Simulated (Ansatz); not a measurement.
# HfSi (model cell, started as CsCl type): following an unstable mode, part 2 of 3

Which phase does HfSi (model cell, started as CsCl type) fall into along its unstable mode, and how much energy does it gain?

Ansatz 0.2.0; DFT LDA, scalar-relativistic, plane waves, PAW.

So far, highest frequency on the path or at a solved wavevector (cm⁻¹): step 2 (the dispersion) 250. Also lowest frequency on the path (cm⁻¹): step 2 -97.1.

The structure was built from a prototype and need not be the compound's stable phase.

## Step 5: Energy along the mode, all amplitudes (two of the runs are shown above)

An imaginary frequency means negative curvature, so the energy should fall and then rise again as anharmonic terms take over.

This step gave:

```
depth at the lowest point sampled  : 19.61 meV/atom
largest atomic shift at that point : 0.22 Å
```

Table of energy from the parent by largest atomic shift:

```tsv
largest atomic shift (Å)	energy from the parent (meV/atom)
0.000	0
0.040	-0.975
0.080	-3.99
0.140	-11.1
0.220	-19.6
0.320	-13.5
0.450	65.5
```

Displacement at unit largest shift by atom:

```tsv
atom	x (Å)	y (Å)	z (Å)	size
Hf1	0.00	0.00	-0.60	0.60
Hf2	0.00	0.00	0.60	0.60
Si3	0.00	-1.00	0.00	1.00
Si4	0.00	1.00	0.00	1.00
```

The lowest of the steps tried is at 0.22 Å, 19.6 meV/atom below the parent; the bottom of the well need not coincide with a step.

## Step 6: Relaxing from the distorted cell

Starting from the lowest point found, all atoms and the cell are let go, so that strain and other modes of the same symmetry can join in.

Input file input.yaml:

```yaml
crystal:
  lattice:
    - [-3.2232760924, 0.0, 0.0]
    - [0.0, -3.2232760924, -3.2232760924]
    - [0.0, -3.2232760924, 3.2232760924]
  atoms:
    - { symbol: Hf, position: [1.0, 0.5205925848, 0.4794074152] }
    - { symbol: Hf, position: [1.0, 0.9794074152, 1.0205925848] }
    - { symbol: Si, position: [0.5, 0.0341267694, 0.5341267694] }
    - { symbol: Si, position: [0.5, 0.4658732306, -0.0341267694] }
kpoints:
  mp_grid: { grid: [14, 10, 10] }
hamiltonian:
  xc: lda
scf:
  occupations: { method: methfessel_paxton, width: 0.2 }
output:
  forces: true
  stress: true
  eigenvalues: true
  write_density: true
  write_potential: true
  elf: true
  volumetric_format: npy
relax:
  adjacent_minimum: "off"
  f_tol: 0.002
  max_steps: 120
  cell: { stress_tol: 0.03 }
```

Run with:

```sh
$ ansatz run input.yaml --threads 4 --pin off --max-ram 7168MiB --backend cpu --events-out ev --progress --plain --runs-dir out
```

Numbers of over 12 decimals in the logs are rounded to 6 here.

Output:

```text
[...]
Crystal: 4 atoms, lattice volume = 66.977 Å³
Basis set: ecut = 420 eV, 1347 PW (Γ)
Bands: 36, of which v1, the nominal top of the filled ones, is band 30 counted from 1 (29 counted from 0)
Symmetry: 8 space group operations
[...]
k-points: 248 of 1400
[...]
SCF iter   1: F=—  HF=-32172.396252 eV  |F-HF|=—  |Δ(HF+E_count)|=         —  Δρ=7.66e-3  dr2=4.48e-2  ethr=1.77e-3  ⟨swp⟩=5.6  Hψ=32290  notcnv=0
[...]
SCF iter   7: F=-32172.384037 eV  HF=-32172.384037 eV  |F-HF|=7.61e-8  |Δ(HF+E_count)|=   8.36e-8  S|Δr|=    0.00e0  Δρ=7.89e-6  dr2=4.91e-8  ethr=1.67e-10  ⟨swp⟩=11.2  Hψ=74216  notcnv=0
SCF 1 converged in 7 iterations: F = -32172.384037 eV  dr2 = 4.91e-8
  Residual-converged pass: ⟨swp⟩=1.0  Hψ=9922  notcnv=0  max |occ|·‖R‖ = 7.1e-9 eV (tolerance 1.0e-8 eV)  dr2=4.91e-8  dr2_onsite=8.04e-8  max |Δocc| = 2.0e-10
[...]
relax step   1: F+E_penalty+E_count = -32172.38403664 eV  Δ(F+E_penalty+E_count) = +0.000e0 eV  max|allowed force component| = 1.845e-1 eV/Å  Δτ_max = 0.0000 Å  P = -0.746 GPa  Ω = 66.977 Å³  (7 SCF iters, dr2 threshold 1.00e-7 eV, accepted)
Crystal: 4 atoms, lattice volume = 65.999 Å³
Basis set: ecut = 420 eV, 1315 PW (Γ)
[...]
SCF iter   7: F=-32172.639147 eV  HF=-32172.639147 eV  |F-HF|=1.92e-8  |Δ(HF+E_count)|=   7.48e-7  S|Δr|=    0.00e0  Δρ=1.08e-5  dr2=7.06e-8  ethr=6.67e-10  ⟨swp⟩=13.5  Hψ=100472  notcnv=0
SCF 2 converged in 7 iterations: F = -32172.639147 eV  dr2 = 7.06e-8
relax step   2: F+E_penalty+E_count = -32172.63914728 eV  Δ(F+E_penalty+E_count) = -2.551e-1 eV  max|allowed force component| = 4.298e-1 eV/Å  Δτ_max = 0.0207 Å  P = +0.625 GPa  Ω = 65.999 Å³  energy of the carried Pulay correction = +2.550e-4 eV  (7 SCF iters, dr2 threshold 4.00e-7 eV, accepted)
Crystal: 4 atoms, lattice volume = 66.543 Å³
Basis set: ecut = 420 eV, 1305 PW (Γ)
[...]
SCF iter   7: F=-32172.867847 eV  HF=-32172.867847 eV  |F-HF|=6.33e-8  |Δ(HF+E_count)|=   3.85e-7  S|Δr|=    0.00e0  Δρ=1.15e-5  dr2=1.14e-7  ethr=6.67e-10  ⟨swp⟩=13.8  Hψ=92912  notcnv=0
SCF 3 converged in 7 iterations: F = -32172.867847 eV  dr2 = 1.14e-7
[...]
relax step   3: F+E_penalty+E_count = -32172.86784738 eV  Δ(F+E_penalty+E_count) = -2.287e-1 eV  max|allowed force component| = 7.152e-2 eV/Å  Δτ_max = 0.0398 Å  P = -0.743 GPa  Ω = 66.543 Å³  energy of the carried Pulay correction = +1.126e-4 eV  (7 SCF iters, dr2 threshold 4.00e-7 eV, accepted)
[... from here on, the SCF cycles and remarks between the steps are left out ...]
relax step   4: F+E_penalty+E_count = -32172.85923022 eV  Δ(F+E_penalty+E_count) = +8.617e-3 eV  max|allowed force component| = 3.803e-1 eV/Å  Δτ_max = 0.0320 Å  P = +2.758 GPa  Ω = 64.990 Å³  energy of the carried Pulay correction = +5.222e-4 eV  (7 SCF iters, dr2 threshold 4.00e-7 eV, rejected (line search))
relax step   5: F+E_penalty+E_count = -32172.91828081 eV  Δ(F+E_penalty+E_count) = -5.043e-2 eV  max|allowed force component| = 9.600e-2 eV/Å  Δτ_max = 0.0157 Å  P = +0.011 GPa  Ω = 66.076 Å³  energy of the carried Pulay correction = +2.349e-4 eV  (10 SCF iters, accepted)
relax step   6: F+E_penalty+E_count = -32172.98542425 eV  Δ(F+E_penalty+E_count) = -6.714e-2 eV  max|allowed force component| = 8.335e-2 eV/Å  Δτ_max = 0.0126 Å  P = +0.507 GPa  Ω = 65.535 Å³  energy of the carried Pulay correction = +3.773e-4 eV  (7 SCF iters, dr2 threshold 4.00e-7 eV, accepted)
relax step   7: F+E_penalty+E_count = -32173.08227502 eV  Δ(F+E_penalty+E_count) = -9.685e-2 eV  max|allowed force component| = 8.926e-2 eV/Å  Δτ_max = 0.0090 Å  P = +1.081 GPa  Ω = 64.816 Å³  energy of the carried Pulay correction = +5.685e-4 eV  (7 SCF iters, dr2 threshold 4.00e-7 eV, accepted)
relax step   8: F+E_penalty+E_count = -32173.13128112 eV  Δ(F+E_penalty+E_count) = -4.901e-2 eV  max|allowed force component| = 1.789e-1 eV/Å  Δτ_max = 0.0337 Å  P = +1.056 GPa  Ω = 64.329 Å³  energy of the carried Pulay correction = +6.992e-4 eV  (7 SCF iters, dr2 threshold 4.00e-7 eV, accepted)
relax step   9: F+E_penalty+E_count = -32173.18408718 eV  Δ(F+E_penalty+E_count) = -5.281e-2 eV  max|allowed force component| = 1.346e-1 eV/Å  Δτ_max = 0.0542 Å  P = +1.474 GPa  Ω = 64.174 Å³  energy of the carried Pulay correction = +7.411e-4 eV  (7 SCF iters, dr2 threshold 4.00e-7 eV, accepted)
relax step  10: F+E_penalty+E_count = -32173.18875752 eV  Δ(F+E_penalty+E_count) = -4.670e-3 eV  max|allowed force component| = 2.605e-1 eV/Å  Δτ_max = 0.0618 Å  P = -0.187 GPa  Ω = 64.770 Å³  energy of the carried Pulay correction = +5.808e-4 eV  (7 SCF iters, dr2 threshold 4.00e-7 eV, accepted)
relax step  11: F+E_penalty+E_count = -32173.19901740 eV  Δ(F+E_penalty+E_count) = -1.026e-2 eV  max|allowed force component| = 9.264e-2 eV/Å  Δτ_max = 0.0353 Å  P = +0.310 GPa  Ω = 64.568 Å³  energy of the carried Pulay correction = +6.350e-4 eV  (6 SCF iters, dr2 threshold 4.00e-7 eV, accepted)
relax step  12: F+E_penalty+E_count = -32173.19996144 eV  Δ(F+E_penalty+E_count) = -9.440e-4 eV  max|allowed force component| = 3.694e-2 eV/Å  Δτ_max = 0.0076 Å  P = -0.053 GPa  Ω = 64.705 Å³  energy of the carried Pulay correction = +5.984e-4 eV  (6 SCF iters, dr2 threshold 4.00e-7 eV, accepted)
relax step  13: F+E_penalty+E_count = -32173.20012640 eV  Δ(F+E_penalty+E_count) = -1.650e-4 eV  max|allowed force component| = 1.157e-3 eV/Å  Δτ_max = 0.0023 Å  P = -0.008 GPa  Ω = 64.690 Å³  energy of the carried Pulay correction = +6.024e-4 eV  (6 SCF iters, dr2 threshold 8.98e-8 eV, accepted)
relax step  14: F+E_penalty+E_count = -32173.20787513 eV  Δ(F+E_penalty+E_count) = -7.749e-3 eV  max|allowed force component| = 1.190e-3 eV/Å  Δτ_max = 0.0000 Å  P = +0.150 GPa  Ω = 64.690 Å³  stress off target by 4.88e-1 GPa  SCF on the basis re-selected at this cell (its energy is not comparable with the rows above)  (7 SCF iters)
relax step  15: F+E_penalty+E_count = -32173.20808609 eV  Δ(F+E_penalty+E_count) = -2.110e-4 eV  max|allowed force component| = 3.556e-3 eV/Å  Δτ_max = 0.0010 Å  P = -0.030 GPa  Ω = 64.762 Å³  energy of the carried Pulay correction = -2.053e-5 eV  (4 SCF iters, dr2 threshold 4.00e-7 eV, accepted)
relax step  16: F+E_penalty+E_count = -32173.20809545 eV  Δ(F+E_penalty+E_count) = -9.355e-6 eV  max|allowed force component| = 6.984e-4 eV/Å  Δτ_max = 0.0004 Å  P = -0.001 GPa  Ω = 64.753 Å³  energy of the carried Pulay correction = -1.811e-5 eV  (4 SCF iters, dr2 threshold 1.36e-8 eV, accepted)
[...]
SCF iter   5: F=-32173.208116 eV  HF=-32173.208116 eV  |F-HF|=1.46e-11  |Δ(HF+E_count)|=  2.91e-11  S|Δr|=    0.00e0  Δρ=1.27e-7  dr2=1.05e-11  ethr=1.00e-12  ⟨swp⟩=4.5  Hψ=48923  notcnv=0
SCF 17 converged in 5 iterations: F = -32173.208116 eV  dr2 = 1.05e-11
relax step  17: F+E_penalty+E_count = -32173.20811648 eV  Δ(F+E_penalty+E_count) = -2.103e-5 eV  max|allowed force component| = 7.189e-4 eV/Å  Δτ_max = 0.0000 Å  P = -0.001 GPa  Ω = 64.753 Å³  stress off target by 2.14e-3 GPa  SCF on the basis re-selected at this cell (its energy is not comparable with the rows above)  (5 SCF iters)
[...]
SCF converged after 5 iterations
[...]
Free energy (F): -32173.208116 eV
[...]
Internal energy: -32173.209775 eV  (E = F + TS)
E sigma→0 (E₀):  -32173.208531 eV
Entropy (-TS):   0.001659 eV (0.415 meV/atom)
Fermi energy:    18.533441 eV
[...]
--- Forces (eV/Å), atoms counted from 1 ---
  atom   1  Hf     0.00000000    -0.00000000    -0.00009312
  atom   2  Hf     0.00000000     0.00000000     0.00009312
  atom   3  Si     0.00000000     0.00071893     0.00000000
  atom   4  Si     0.00000000    -0.00071893    -0.00000000
  max |Σ_I F_I| component: 0.00e0 eV/Å
--- Stress (GPa, compression-positive) ---
       -0.001741       0.000000      -0.000000
        0.000000       0.000916       0.000000
       -0.000000       0.000000      -0.002141
  P = ⅓ Tr σ = -0.0010 GPa (-0.010 kbar)
--- Band table (eV; the first three rows and the last of 248) ---
  k-point 0: bands = [... 26 lower, 15.8133, 16.1300, 16.5685, 16.7976, 21.4021, 21.7144, 21.7432, 22.0964, ... 2 higher]
  k-point 1: bands = [... 26 lower, 15.8784, 16.1522, 16.5549, 17.0116, 21.2548, 21.3950, 21.6807, 22.1893, ... 2 higher]
  k-point 2: bands = [... 26 lower, 15.6058, 16.5194, 16.5662, 17.2851, 20.7060, 21.2584, 21.6656, 21.9558, ... 2 higher]
  k-point 247: bands = [... 26 lower, 15.5949, 15.6228, 16.1959, 17.0388, 18.8344, 19.0484, 19.4998, 20.5297, ... 2 higher]
--- Relaxed structure (15 steps of the walk, 14 accepted, 2 SCFs on fresh bases) ---
  F+E_penalty+E_count = -32173.20811648 eV   max|allowed force component| = 7.189e-4 eV/Å   (the final SCF, on the basis selected at the relaxed cell)
  cell:  # Å, volume = 64.7526 Å³
    - [-2.860648, 0.0, 0.0]
    - [0.0, -3.016104, -3.752465]
    - [0.0, -3.016104, 3.752465]
  atoms:
    - { symbol: Hf, position: [1.0, 0.536750, 0.463250] }
    - { symbol: Hf, position: [1.0, 0.963250, 1.036750] }
    - { symbol: Si, position: [0.5, 0.045811, 0.545811] }
    - { symbol: Si, position: [0.5, 0.454189, -0.045811] }
```

Elapsed: 3.1 min, on 4 threads of Arm Neoverse V2, shared host; peak memory 0.73 GiB; 12 min of CPU time.

The steps of the relaxation:

```tsv
step	energy less that of the first step (eV)	largest force component (eV/Å)	pressure (GPa)	volume (Å³)
1	0.0000	0.1845	-0.75	66.98
2	-0.2551	0.4298	0.63	66.00
3	-0.4838	0.0715	-0.74	66.54
4	-0.4752	0.3803	2.76	64.99
5	-0.5342	0.0960	0.01	66.08
6	-0.6014	0.0833	0.51	65.53
7	-0.6982	0.0893	1.08	64.82
8	-0.7472	0.1789	1.06	64.33
9	-0.8001	0.1346	1.47	64.17
10	-0.8047	0.2605	-0.19	64.77
11	-0.8150	0.0926	0.31	64.57
12	-0.8159	0.0369	-0.05	64.70
13	-0.8161	0.0012	-0.01	64.69
14*	-0.8238	0.0012	0.15	64.69
15	-0.8240	0.0036	-0.03	64.76
16	-0.8241	0.0007	0.00	64.75
17*	-0.8241	0.0007	0.00	64.75
```

Relaxation steps marked * repeat the geometry before them on a plane-wave basis chosen anew for their cell, so energy and pressure can jump there. Relaxation step 4 was tried and not accepted.

The run keeps the 8 symmetry operations that it works with, so distortions that break them were not tested.

```tsv
cell as run	before	after	change
a (Å)	3.223	2.861	-11.3 %
b (Å)	4.558	4.814	+5.6 %
c (Å)	4.558	4.814	+5.6 %
α (°)	90.00	102.42	+13.8 %
volume (Å³/atom)	16.74	16.19	-3.3 %
```

The atoms that moved most (Å, as changes of fractional coordinates times the final cell):

```tsv
atom	dx	dy	dz	length
Hf1	0.000	0.000	-0.121	0.121
Hf2	0.000	0.000	0.121	0.121
Si3	0.000	-0.070	0.000	0.070
Si4	0.000	0.070	0.000	0.070
```

The relaxed structure:

```xyz
4
Lattice="-2.8606 0.0000 0.0000 0.0000 -3.0161 -3.7525 0.0000 -3.0161 3.7525" Properties=species:S:1:pos:R:3 pbc="T T T"
Hf   -2.8606   -3.0161   -0.2758
Hf   -2.8606   -6.0322    0.2758
Si   -1.4303   -1.7844    1.8762
Si   -1.4303   -1.2317   -1.8762
```

This step gave:

```
pressure        : -9.89e-4 GPa
volume per atom : 16.19 Å³
```

Valence density in the ab plane of the conventional cell at fractional z = 0.000, with atoms of Hf within 0.2 Å of it. It is the smooth field of the valence electrons, not physical close to the nuclei.

Ten steps, logarithmic in the rise over the least value, from '_' (0 e/Å³) to '@' (31 e/Å³), each cell a mean:
```
__________________________________
::..__________________________..::
**++::__________....________..==**
@@##==..____..--====::______::**%%
@@%%==..__..--**%%##++..____::**@@
%%**--..__..==%%@@@@**::____::++##
==--..____..==##@@%%**::______::==
..__________::++##**==..________..
______________::--::..____________
__________________________________
__________________________________
________________....______________
____________..--====::____________
::..______..--**%%##++..______..::
**++::____..==%%@@@@**::____..--**
@@##==..__..==##@@%%**::____::**%%
@@%%==..____::++****--..____--**@@
%%**--..______..::::..______::++##
++--..________________________::==
....____________________________..
__________________________________
```
Columns run along a (6.0 Å), rows up along b (7.5 Å), edges of the conventional cell, whose origin can differ from the input's. Atoms in or near the plane, at fractional coordinates: Hf at (0.00, 0.79), Hf at (0.50, 0.29), Hf at (0.00, 0.21), Hf at (0.50, 0.71).

ELF in the ab plane of the conventional cell at fractional z = 0.000, with atoms of Hf within 0.2 Å of it. It is the smooth field of the valence electrons, not physical close to the nuclei.

Values, 11 rows by 16 columns, each cell a mean:
```
0.31 0.25 0.27 0.40 0.50 0.47 0.34 0.23 0.20 0.28 0.42 0.50 0.46 0.32 0.25 0.28
0.77 0.64 0.33 0.26 0.40 0.31 0.23 0.29 0.32 0.25 0.25 0.38 0.33 0.24 0.51 0.73
0.82 0.78 0.46 0.26 0.30 0.28 0.59 0.79 0.80 0.72 0.40 0.26 0.29 0.32 0.67 0.82
0.48 0.35 0.24 0.33 0.31 0.28 0.62 0.80 0.81 0.74 0.41 0.25 0.36 0.26 0.28 0.44
0.18 0.25 0.39 0.49 0.43 0.27 0.24 0.35 0.39 0.28 0.23 0.36 0.48 0.45 0.31 0.20
0.22 0.30 0.43 0.52 0.50 0.41 0.33 0.31 0.31 0.31 0.37 0.46 0.52 0.48 0.36 0.24
0.18 0.22 0.35 0.46 0.39 0.23 0.28 0.47 0.52 0.37 0.22 0.31 0.46 0.41 0.27 0.19
0.63 0.47 0.26 0.30 0.30 0.31 0.68 0.82 0.82 0.79 0.47 0.25 0.33 0.24 0.37 0.58
0.82 0.80 0.49 0.26 0.31 0.26 0.49 0.72 0.75 0.62 0.33 0.27 0.29 0.33 0.70 0.83
0.67 0.51 0.26 0.27 0.43 0.36 0.23 0.21 0.22 0.21 0.29 0.42 0.36 0.22 0.39 0.62
0.30 0.28 0.33 0.44 0.51 0.48 0.36 0.24 0.22 0.30 0.43 0.51 0.48 0.37 0.29 0.29
```
Columns run along a (6.0 Å), rows up along b (7.5 Å), edges of the conventional cell, whose origin can differ from the input's. Atoms in or near the plane, at fractional coordinates: Hf at (0.00, 0.79), Hf at (0.50, 0.29), Hf at (0.00, 0.21), Hf at (0.50, 0.71).

Electrostatic potential energy in the ab plane of the conventional cell at fractional z = 0.000, with atoms of Hf within 0.2 Å of it. With pseudopotentials it is smooth inside the atoms' cores, unlike the true potential.

Ten even steps from '_' (-22 eV) to '@' (20 eV), each cell a mean:
```
%%@@@@@@@@@@@@@@@@@@@@@@@@@@@@@@@@
++##%%@@@@@@@@@@@@@@@@@@@@@@@@##**
__::**%%@@@@@@%%##%%%%@@@@@@##==..
____--%%@@@@##++--==**%%@@@@**..__
..__--##@@%%==______::##@@%%++____
____==%%@@##--__..____++%%@@**::__
--==##@@@@%%--______..**@@@@%%**--
##%%@@@@@@%%**::__..==##@@@@@@%%%%
@@@@@@@@@@@@%%**++**##@@@@@@@@@@@@
@@@@@@@@@@@@@@@@%%@@@@@@@@@@@@@@@@
@@@@@@@@@@@@@@@@@@@@@@@@@@@@@@@@@@
@@@@@@@@@@@@@@%%##%%%%@@@@@@@@@@@@
@@@@@@@@@@@@##==----**%%@@@@@@@@@@
**##%%@@@@%%==______::##@@@@@@##**
__::**%%@@##--__..____++%%@@##==..
____--%%@@##--______..**%%%%**..__
..__--##@@%%**::__..==##@@%%++____
____==%%@@@@%%##++**##@@@@@@**::__
::==##@@@@@@@@@@%%@@@@@@@@@@%%**--
##%%@@@@@@@@@@@@@@@@@@@@@@@@@@%%##
@@@@@@@@@@@@@@@@@@@@@@@@@@@@@@@@@@
```
Columns run along a (6.0 Å; values clipped at the 3rd and 97th percentile), rows up along b (7.5 Å), edges of the conventional cell, whose origin can differ from the input's. Atoms in or near the plane, at fractional coordinates: Hf at (0.00, 0.79), Hf at (0.50, 0.29), Hf at (0.00, 0.21), Hf at (0.50, 0.71).

The distorted start has space group Cmmm; the relaxation ends in Cmmm.

## Step 7: The new phase in its own primitive cell

The relaxed structure is symmetrised, reduced to its primitive cell and relaxed tightly, as its phonons need.

Input file input.yaml:

```yaml
crystal:
  lattice:
    - [3.0161036508, -3.7524654841, 0.0]
    - [3.0161036508, 3.7524654841, 0.0]
    - [0.0, 0.0, 2.8606484911]
  atoms:
    - { symbol: Hf, position: [0.2132500783, 0.7867499217, 0.0] }
    - { symbol: Hf, position: [0.7867499217, 0.2132500783, 0.0] }
    - { symbol: Si, position: [0.2958112776, 0.2958112776, 0.5] }
    - { symbol: Si, position: [0.7041887224, 0.7041887224, 0.5] }
kpoints:
  mp_grid: { grid: [10, 10, 14] }
hamiltonian:
  xc: lda
scf:
  occupations: { method: methfessel_paxton, width: 0.2 }
output:
  forces: true
  stress: true
  eigenvalues: true
relax:
  adjacent_minimum: "off"
  f_tol: 0.001
  max_steps: 60
  cell: { stress_tol: 0.01 }
```

Output:

```text
[...]
Crystal: 4 atoms, lattice volume = 64.753 Å³
Basis set: ecut = 420 eV, 1275 PW (Γ)
Bands: 36, of which v1, the nominal top of the filled ones, is band 30 counted from 1 (29 counted from 0)
Symmetry: 8 space group operations
[...]
k-points: 248 of 1400
[...]
cell:  # Å, volume = 64.7526 Å³
    - [3.0161036508, -3.7524654841, 0.0]
    - [3.0161036508, 3.7524654841, 0.0]
    - [0.0, 0.0, 2.8606484911]
  atoms:
    - { symbol: Hf, position: [0.213250, 0.7867499217, 0.0] }
    - { symbol: Hf, position: [0.7867499217, 0.213250, 0.0] }
    - { symbol: Si, position: [0.2958112776, 0.2958112776, 0.500000] }
    - { symbol: Si, position: [0.704189, 0.704189, 0.500000] }
[key lines of the parts left out:]
SCF converged after 6 iterations
Free energy (F): -32173.208116 eV
Fermi energy:    18.533440 eV
P = ⅓ Tr σ = -0.0010 GPa (-0.010 kbar)
```

Run time: 18 s. Hardware: 4 threads; peak memory 0.7 GiB.

Little changed from the start: no atom moved by 0.005 Å and no cell edge by 0.1 %.

This step gave:

```
pressure : -9.88e-4 GPa
```

The largest force component left is 0.72 meV/Å and the pressure is -0.001 GPa, within the tolerances set. The cell now holds 16.19 Å³/atom.

(Continued in part 3 of 3.)

[Logs are printed without paths, hosts, clocks, repeated set-up lines and the standing remarks that a program may print on its own settings, such as how far it seeks lower states.]

[Hosts, paths, dates, database ids (printed as entryN), source tags and the programs' standing remarks are cut or masked in the printed files.]
